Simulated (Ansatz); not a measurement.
## SrCuO3 (cubic perovskite) (Pm-3m): how robust is the cRPA U?

Aim: hold the target of a cRPA run on SrCuO3 (cubic perovskite) (Pm-3m) and move one thing at a time.

Main program and level: Ansatz 0.2.0; constrained RPA on LDA, plane waves, PAW.

The structure was built from a prototype and need not be the compound's stable phase.

### 1. The starting structure

It takes space group Pm-3m (No. 221, cubic). The conventional cell has a = 3.767 Å, b = 3.767 Å, c = 3.767 Å, α = 90.00°, β = 90.00°, γ = 90.00°. Sr has 12 O at 2.66 Å nearest. Cu has 6 O at 1.88 Å nearest. O has 2 Cu at 1.88 Å and 4 Sr at 2.66 Å nearest. Farther neighbours and most contacts between anions are not listed.

The structure was relaxed with LDA. The structure type comes from a generator and need not be one that this composition takes. The structure was generated from a model, not taken from a measurement. The runs that relaxed it are not among those shown. The program's search for lower electronic states was switched off, so nothing shows that the state found is the lowest. The default PAW set here is soft_2. Its files were made with PBE.

### 2. Base: Cu d + anion p, bands v13 to c1, 4×4×4 mesh, medium accuracy

Constrained RPA screens the interaction with every transition except those inside the target bands, which a later many-body model would treat itself.

input.yaml reads:

```yaml
crystal:
  lattice:
    - [0.0, -3.76734982, 0.0]
    - [0.0, 0.0, 3.76734982]
    - [-3.76734982, 0.0, 0.0]
  atoms:
    - { symbol: Sr, position: [0.0, 0.0, 0.0] }
    - { symbol: Cu, position: [0.5, 0.5, 0.5] }
    - { symbol: O, position: [0.5, 0.5, 0.0] }
    - { symbol: O, position: [0.5, 0.0, 0.5] }
    - { symbol: O, position: [0.0, 0.5, 0.5] }
kpoints:
  mp_grid: { grid: [6, 6, 6] }
hamiltonian:
  xc: lda
scf:
  occupations: { method: gaussian, width: 0.08 }
  n_extra_bands: 19
  max_iter: 150
  lower_state_search: "off"
output:
  crpa:
    kmesh: [4, 4, 4]
    target_bands: [v13, c1]
    projections: [{ species: Cu, l: d, shell: 3 }, { species: O, l: p, shell: 2 }]
  local_orbitals:
    kmesh: [8, 8, 8]
    orbitals: [{ species: Cu, l: d, shell: 3 }, { species: O, l: p, shell: 2 }]
    window: { bands: [v13, c1] }
    seedname: lo
```

Launch:

```bash
ansatz run input.yaml --threads 4 --pin off --max-ram 9216MiB --backend cpu --events-out ev --progress --plain --runs-dir out
```

Numbers of over 12 decimals in the logs are rounded to 6 here.

The log of the run:

```text
scf.n_extra_bands = 19 over 24 filled bands (N_el = 47.0): the run solves 43 bands
Engine: ansatz 0.2.0, aarch64-unknown-linux-gnu
Pseudopotentials: kind: paw
Pseudopotential: Sr, paw, valence charge 10, recommended cutoff 420 eV (normal), Sr.paw.azcp
Pseudopotential: Cu, paw, valence charge 19, recommended cutoff 420 eV (normal), Cu.paw.azcp
Pseudopotential: O, paw, valence charge 6, recommended cutoff 420 eV (normal), O.paw.azcp
Functional definition: SPW92
  exchange = slater_x
  correlation = pw_c
Crystal: 5 atoms, lattice volume = 53.470 Å³
Basis set: ecut = 420 eV, 1021 PW (Γ)
Bands: 43, of which v1, the nominal top of the filled ones, is band 24 counted from 1 (23 counted from 0)
Symmetry: 48 space group operations
Space group: Pm-3m (ITA 221), of the structure as read, at distance tolerance 3.8e-5 Å
k-points: 20 of 216
Non-local potential: Sr, projectors of the file, l = 0: 3, l = 1: 2, l = 2: 2
Non-local potential: Cu, projectors of the file, l = 0: 3, l = 1: 2, l = 2: 3, l = 3: 1
Non-local potential: O, projectors of the file, l = 0: 2, l = 1: 2, l = 2: 1
PAW form: soft (Blöchl's): semilocal exchange-correlation on the pseudo side does not see the compensation charge
PAW frozen core: Sr, regenerated for the run's functional, and the local potential with it (the file was generated under x = pbe(κ = 0.804, μ = 0.219515), c = pbe(β = 0.066725))
PAW frozen core: Cu, regenerated for the run's functional, and the local potential with it (the file was generated under x = pbe(κ = 0.804, μ = 0.219515), c = pbe(β = 0.066725))
PAW frozen core: O, regenerated for the run's functional, and the local potential with it (the file was generated under x = pbe(κ = 0.804, μ = 0.219515), c = pbe(β = 0.066725))
PAW one-centre angular grid: Sr, 110 points (default); XC on 64 Gauss nodes
PAW one-centre angular grid: Cu, 590 points (default); XC on 64 Gauss nodes
PAW one-centre angular grid: O, 110 points (default); XC on 64 Gauss nodes
Initial density: superposition of atomic densities (neutral atoms: chi_scale 0, normalization atom), corrected by the library's trained network
Initial wavefunctions: pseudopotential atomic-orbital guess
Functional: x = slater, c = lda
SCF iter   1: F=—  HF=-11665.497467 eV  |F-HF|=—  |Δ(HF+E_count)|=         —  Δρ=1.74e-2  dr2=1.33e-1  ethr=1.77e-3  ⟨swp⟩=7.2  Hψ=4152  notcnv=0  defer=194
preconditioner: auto → Kerker (q_TF=auto, 2.670 Å⁻¹)  [metal: Δε(μ)=0.042 eV  Ē_g=21.208 eV  σ=0.080 eV  W_gap=0.29  n_scr=18 (ndim 8)  ℏωp=30.9 eV  f_vac=0.000  D(μ)=3.70/eV (n_scr^D=32)]
SCF iter   2: F=—  HF=-11665.470820 eV  |F-HF|=—  |Δ(HF+E_count)|=   2.66e-2  Δρ=1.18e-2  dr2=7.19e-2  ethr=2.83e-4  ⟨swp⟩=1.9  Hψ=1119  notcnv=0  defer=233
[...]
Fermi energy:    10.248121 eV
--- Per-component energies (eV) ---
  E_band       = -485.516030
  E_kinetic    = 1065.536825
  E_local      = -6725.536948  (includes V_loc(G=0)·N_el)
  E_nonlocal   = 737.170924
  E_hartree    = 2786.665465
  E_xc         = -480.517450
  E_vxc        = -560.102447  (∫ρ·V_xc dr)
  E_paw        = -4615.439607  (= ΣΔE_a)
  E_vpaw       = -575.926837  (= ΣTr[D̂ρ^β])
  E_aug_tail   = 0.007274  (compensation charges beyond the density's cutoff)
  E_ewald      = -4434.365625
  E_core_change = 1.034560  (= ΣΔE_core)
  E_smearing   = -0.011454  (= −TS)
  E_closure    = -0.000000  (closes the sum)
  Σ components = -11665.456037   (vs F -11665.456037, Δ=0.00e0)
--- Band table (eV; the first three rows and the last of 20) ---
  k-point 0: bands = [... 20 lower, 9.1384, 9.1384, 9.8615, 9.8615, 9.8615, 16.2206, 16.2206, 17.4760, ... 15 higher]
  k-point 1: bands = [... 20 lower, 9.1892, 9.1892, 9.8328, 9.8328, 9.8393, 16.7255, 16.7439, 18.1295, ... 15 higher]
  k-point 2: bands = [... 20 lower, 9.2462, 9.2462, 9.8289, 9.8289, 10.1241, 17.7897, 17.9216, 19.2323, ... 15 higher]
  k-point 19: bands = [... 20 lower, 10.4053, 10.4053, 10.4053, 12.6649, 12.6649, 18.0257, 18.0257, 18.0257, ... 15 higher]
--- cRPA (band scheme, projected local orbitals): target bands 12..25 (1-based), 14 Wannier function(s), 4×4×4 mesh, 50 bands' worth read of 55 solved, ecut_chi 136.0 eV, v(q+G=0) probe_charge, pair densities all_electron ---
  bands read: the sum over 50 bands ends inside a degenerate multiplet in 1 slot, whose members it reads at an even weight; the widest, k=42: bands 49 to 51 (counted from 1) at 2/3 each
  χ-basis size per q: N_G = 179..208
  window electrons = 25.0000, filled by tetrahedron_uncorrected; constrained ε̄⁻¹(q = 0, 0) head = 0.352138; min gauge Gram eig = 0.7547
  Kanamori averages over each shell's own Wannier functions (sites counted from 0, functions from 1):
  Each shell's averages of U are screened by what lies outside the whole window alone: parameters of one model of all the shells.
    Site 1, 3D, 5 of 5 d orbitals (Wannier functions 1, 2, 3, 4, 5; wannier90's mr 1, 2, 3, 4, 5):
      screened: U = 11.9203 eV, U' = 10.2084 eV, J = 0.8599 eV
      screened, to within: U = 2.0e-2 eV, U' = 2.0e-2 eV, J = 1.4e-3 eV
      bare: V = 28.7302 eV, V' = 26.6992 eV, J = 1.0105 eV
    Site 2, 2P, 3 of 3 p orbitals (Wannier functions 6, 7, 8; wannier90's mr 1, 2, 3):
      screened: U = 7.6570 eV, U' = 6.2227 eV, J = 0.7050 eV
      screened, to within: U = 1.1e-2 eV, U' = 1.1e-2 eV, J = 9.6e-4 eV
      bare: V = 18.9140 eV, V' = 17.0875 eV, J = 0.8979 eV
    Site 3, 2P, 3 of 3 p orbitals (Wannier functions 9, 10, 11; wannier90's mr 1, 2, 3):
      screened: U = 7.6570 eV, U' = 6.2227 eV, J = 0.7050 eV
      screened, to within: U = 1.1e-2 eV, U' = 1.1e-2 eV, J = 9.6e-4 eV
      bare: V = 18.9140 eV, V' = 17.0875 eV, J = 0.8979 eV
    Site 4, 2P, 3 of 3 p orbitals (Wannier functions 12, 13, 14; wannier90's mr 1, 2, 3):
      screened: U = 7.6570 eV, U' = 6.2227 eV, J = 0.7050 eV
      screened, to within: U = 1.1e-2 eV, U' = 1.1e-2 eV, J = 9.6e-4 eV
      bare: V = 18.9140 eV, V' = 17.0875 eV, J = 0.8979 eV
  Hermiticity witness max|P − P†| over intra, direct and exchange elements: 1.95e-14 eV (screened), 8.88e-16 eV (bare)
  Reality witness max|Im| over intra, direct and exchange elements: 1.22e-8 eV (screened), 5.77e-9 eV (bare)
[key lines of the parts left out:]
SCF converged after 8 iterations
Free energy (F): -11665.456037 eV
```

It took 2.7 min on 4 threads of Arm Neoverse V2, shared host; peak memory 0.65 GiB.

Reading the cycles: dr2 is the Hartree energy of the density residual (eV), the measure of convergence; HF is the Harris–Foulkes estimate of the energy, which meets the free energy F at convergence.

Numbers from this step:

| Item | Value |
| --- | --- |
| U | 11.92 eV |
| U prime (inter-orbital) | 10.21 eV |
| J | 0.8599 eV |
| bare V | 28.73 eV |
| bare J | 1.011 eV |
| stated bound on U | 0.01983 eV |
| U over bare V | 0.4149 |
| electrons in the window | 25.00 |
| head of the constrained inverse dielectric matrix | 0.3521 |
| least eigenvalue of the projection's overlap | 0.7547 |
| target functions | 14 |
| bands in the sums | 50 |
| r.m.s. miss of the model bands | 1.21e-4 eV |
| width of the target bands | 9.750 eV |
| weight of the projected orbitals in the window | 0.9527 |

On the Cu d shell, screening brings the on-site interaction from 28.7 eV down to U = 11.92 eV.

### 3. Changed: 2×2×2 mesh

input.yaml, the sections that differ from step 2:

```yaml
output:
  crpa:
    kmesh: [2, 2, 2]
    target_bands: [v13, c1]
    projections: [{ species: Cu, l: d, shell: 3 }, { species: O, l: p, shell: 2 }]
# crystal, kpoints, hamiltonian, scf: as in step 2
```

The log of the run:

```text
[...]
Crystal: 5 atoms, lattice volume = 53.470 Å³
Basis set: ecut = 420 eV, 1021 PW (Γ)
Bands: 43, of which v1, the nominal top of the filled ones, is band 24 counted from 1 (23 counted from 0)
Symmetry: 48 space group operations
[...]
k-points: 20 of 216
[...]
SCF iter   1: F=—  HF=-11665.497467 eV  |F-HF|=—  |Δ(HF+E_count)|=         —  Δρ=1.74e-2  dr2=1.33e-1  ethr=1.77e-3  ⟨swp⟩=7.2  Hψ=4152  notcnv=0  defer=194
[...]
SCF iter   8: F=-11665.456037 eV  HF=-11665.456037 eV  |F-HF|=5.13e-8  |Δ(HF+E_count)|=   1.27e-6  Δρ=8.91e-6  dr2=4.01e-8  ethr=2.13e-10  ⟨swp⟩=10.2  Hψ=4846  notcnv=0
SCF 1 converged in 8 iterations: F = -11665.456037 eV  dr2 = 4.01e-8
[...]
NSCF: frozen V_eff on 4 k-points
[...]
cRPA screening: q 1/8
cRPA screening: q 2/8
cRPA screening: q 5/8 (q-point 4)
cRPA screening: q 8/8
SCF converged after 8 iterations
Free energy (F): -11665.456037 eV
[...]
χ-basis size per q: N_G = 179..208
[...]
screened: U = 11.8755 eV, U' = 10.1612 eV, J = 0.8601 eV
      screened, to within: U = 1.8e-2 eV, U' = 1.8e-2 eV, J = 1.4e-3 eV
      bare: V = 28.7883 eV, V' = 26.7563 eV, J = 1.0112 eV
    Site 2, 2P, 3 of 3 p orbitals (Wannier functions 6, 7, 8; wannier90's mr 1, 2, 3):
      screened: U = 7.6616 eV, U' = 6.2172 eV, J = 0.7087 eV
      screened, to within: U = 9.4e-3 eV, U' = 9.4e-3 eV, J = 1.1e-3 eV
      bare: V = 19.0950 eV, V' = 17.2591 eV, J = 0.9008 eV
    Site 3, 2P, 3 of 3 p orbitals (Wannier functions 9, 10, 11; wannier90's mr 1, 2, 3):
      screened: U = 7.6616 eV, U' = 6.2172 eV, J = 0.7087 eV
      screened, to within: U = 9.4e-3 eV, U' = 9.4e-3 eV, J = 1.1e-3 eV
      bare: V = 19.0950 eV, V' = 17.2591 eV, J = 0.9008 eV
    Site 4, 2P, 3 of 3 p orbitals (Wannier functions 12, 13, 14; wannier90's mr 1, 2, 3):
      screened: U = 7.6616 eV, U' = 6.2172 eV, J = 0.7087 eV
      screened, to within: U = 9.4e-3 eV, U' = 9.4e-3 eV, J = 1.1e-3 eV
      bare: V = 19.0950 eV, V' = 17.2591 eV, J = 0.9008 eV
[...]
[key lines of the parts left out:]
Fermi energy:    10.248121 eV
```

Run time: 13 s. Hardware: 4 threads; peak memory 0.56 GiB; 46 s of CPU time.

Numbers from this step:

* U: 11.88 eV
* U prime (inter-orbital): 10.16 eV
* J: 0.8601 eV
* bare V: 28.79 eV
* bare J: 1.011 eV
* stated bound on U: 0.01762 eV
* U over bare V: 0.4125
* electrons in the window: 25
* head of the constrained inverse dielectric matrix: 0.3327
* least eigenvalue of the projection's overlap: 0.7547
* target functions: 14
* bands in the sums: 50
* width of the target bands: 9.750 eV
* weight of the projected orbitals in the window: 0.9527

On the Cu d shell, screening brings the on-site interaction from 28.8 eV down to U = 11.88 eV.

### 4. Changed: accuracy high

Edit input.yaml of step 3 so:

```diff
@@ -22,4 +22,5 @@
   crpa:
-    kmesh: [2, 2, 2]
+    kmesh: [4, 4, 4]
     target_bands: [v13, c1]
     projections: [{ species: Cu, l: d, shell: 3 }, { species: O, l: p, shell: 2 }]
+    accuracy: high
```

The log of the run:

```text
[...]
Crystal: 5 atoms, lattice volume = 53.470 Å³
Basis set: ecut = 420 eV, 1021 PW (Γ)
Bands: 43, of which v1, the nominal top of the filled ones, is band 24 counted from 1 (23 counted from 0)
Symmetry: 48 space group operations
[...]
k-points: 20 of 216
[...]
screened: U = 7.6582 eV, U' = 6.2238 eV, J = 0.7051 eV
      screened, to within: U = 7.7e-4 eV, U' = 7.7e-4 eV, J = 9.2e-5 eV
      bare: V = 18.9140 eV, V' = 17.0875 eV, J = 0.8979 eV
    Site 4, 2P, 3 of 3 p orbitals (Wannier functions 12, 13, 14; wannier90's mr 1, 2, 3):
      screened: U = 7.6582 eV, U' = 6.2238 eV, J = 0.7051 eV
      screened, to within: U = 7.7e-4 eV, U' = 7.7e-4 eV, J = 9.2e-5 eV
      bare: V = 18.9140 eV, V' = 17.0875 eV, J = 0.8979 eV
[...]
[key lines of the parts left out:]
SCF converged after 8 iterations
Free energy (F): -11665.456037 eV
Fermi energy:    10.248121 eV
```

It took 4.8 min on 4 threads; peak memory 0.76 GiB; 18 min of CPU time.

This step gave:

```yaml
u: 11.92 eV
u_prime_inter_orbital: 10.21 eV
j: 0.8601 eV
bare_v: 28.73 eV
bare_j: 1.011 eV
stated_bound_on_u: 0.001768 eV
u_over_bare_v: 0.4150
electrons_in_the_window: 25.00
head_of_the_constrained_inverse_dielectric_matrix: 0.3521
least_eigenvalue_of_the_projection_s_overlap: 0.7547
target_functions: 14
bands_in_the_sums: 50
width_of_the_target_bands: 9.750 eV
weight_of_the_projected_orbitals_in_the_window: 0.9527
```

On the Cu d shell, screening brings the on-site interaction from 28.7 eV down to U = 11.92 eV.

### 5. Changed: accuracy low

Edit input.yaml of step 4 so:

```diff
@@ -25,2 +25,2 @@
     projections: [{ species: Cu, l: d, shell: 3 }, { species: O, l: p, shell: 2 }]
-    accuracy: high
+    accuracy: low
```

The log of the run:

```text
[...]
Crystal: 5 atoms, lattice volume = 53.470 Å³
Basis set: ecut = 420 eV, 1021 PW (Γ)
Bands: 43, of which v1, the nominal top of the filled ones, is band 24 counted from 1 (23 counted from 0)
Symmetry: 48 space group operations
[...]
k-points: 20 of 216
[...]
screened: U = 7.6558 eV, U' = 6.2216 eV, J = 0.7049 eV
      screened, to within: U = 7.0e-2 eV, U' = 7.0e-2 eV, J = 9.1e-3 eV
      bare: V = 18.9140 eV, V' = 17.0875 eV, J = 0.8979 eV
    Site 4, 2P, 3 of 3 p orbitals (Wannier functions 12, 13, 14; wannier90's mr 1, 2, 3):
      screened: U = 7.6558 eV, U' = 6.2216 eV, J = 0.7049 eV
      screened, to within: U = 7.0e-2 eV, U' = 7.0e-2 eV, J = 9.1e-3 eV
      bare: V = 18.9140 eV, V' = 17.0875 eV, J = 0.8979 eV
[...]
[key lines of the parts left out:]
SCF converged after 8 iterations
Free energy (F): -11665.456037 eV
Fermi energy:    10.248121 eV
```

Run time: 2.4 min. Hardware: 4 threads; peak memory 0.6 GiB.

This step gave:

- U: 11.92 eV
- U prime (inter-orbital): 10.20 eV
- J: 0.8598 eV
- bare V: 28.73 eV
- bare J: 1.011 eV
- stated bound on U: 0.1188 eV
- U over bare V: 0.4147
- electrons in the window: 25.00
- head of the constrained inverse dielectric matrix: 0.3521
- least eigenvalue of the projection's overlap: 0.7547
- target functions: 14
- bands in the sums: 50
- width of the target bands: 9.750 eV
- weight of the projected orbitals in the window: 0.9527

On the Cu d shell, screening brings the on-site interaction from 28.7 eV down to U = 11.92 eV.

### 6. Changed: a keyword of another program

Edit input.yaml of step 5 so:

```diff
@@ -25,2 +25,2 @@
     projections: [{ species: Cu, l: d, shell: 3 }, { species: O, l: p, shell: 2 }]
-    accuracy: low
+    NCRPA_BANDS: 1
```

The log of the run:

```text
Error: YAML parse error: error: line 26 column 5: unknown field `NCRPA_BANDS`, expected one of accuracy, bounded_pairs, pair_densities, n_empty_bands, n_guard_bands, ecut_chi, kmesh, target_bands, projections
  --> <input>:26:5
   |
24 |     target_bands: [v13, c1]
25 |     projections: [{ species: Cu, l: d, shell: 3 }, { species: O, l: p…
26 |     NCRPA_BANDS: 1
   |     ^ unknown field `NCRPA_BANDS`, expected one of accuracy, bounded_pairs, pair_densities, n_empty_bands, n_guard_bands, ecut_chi, kmesh, target_bands, projections
```

The job ended after 0.02 s (4 threads; peak memory 0.023 GiB).

The program refused the input before any cycle.

The program's message: “Error: YAML parse error: error: line 26 column 5: unknown field `NCRPA_BANDS`, expected one of accuracy, bounded_pairs, pair_densities, n_empty_bands, n_guard_bands, ecut_chi, kmesh, target_bands, pro …”

The fault put into this input: a keyword of another program.

(Continued in part 2 of 2.)

[Paths, hosts, dates, memory and timing lines, banners, echoed tables and standing remarks are left out of the program output.]

[Logs are printed without paths, hosts, clocks, repeated set-up lines and the standing remarks that a program may print on its own settings, such as how far it seeks lower states.]

[Runs of the session that timed out or met a known fault of the program may be left out.]

[Hosts, paths, dates, database ids (printed as entryN), source tags and the programs' standing remarks are cut or masked in the printed files.]
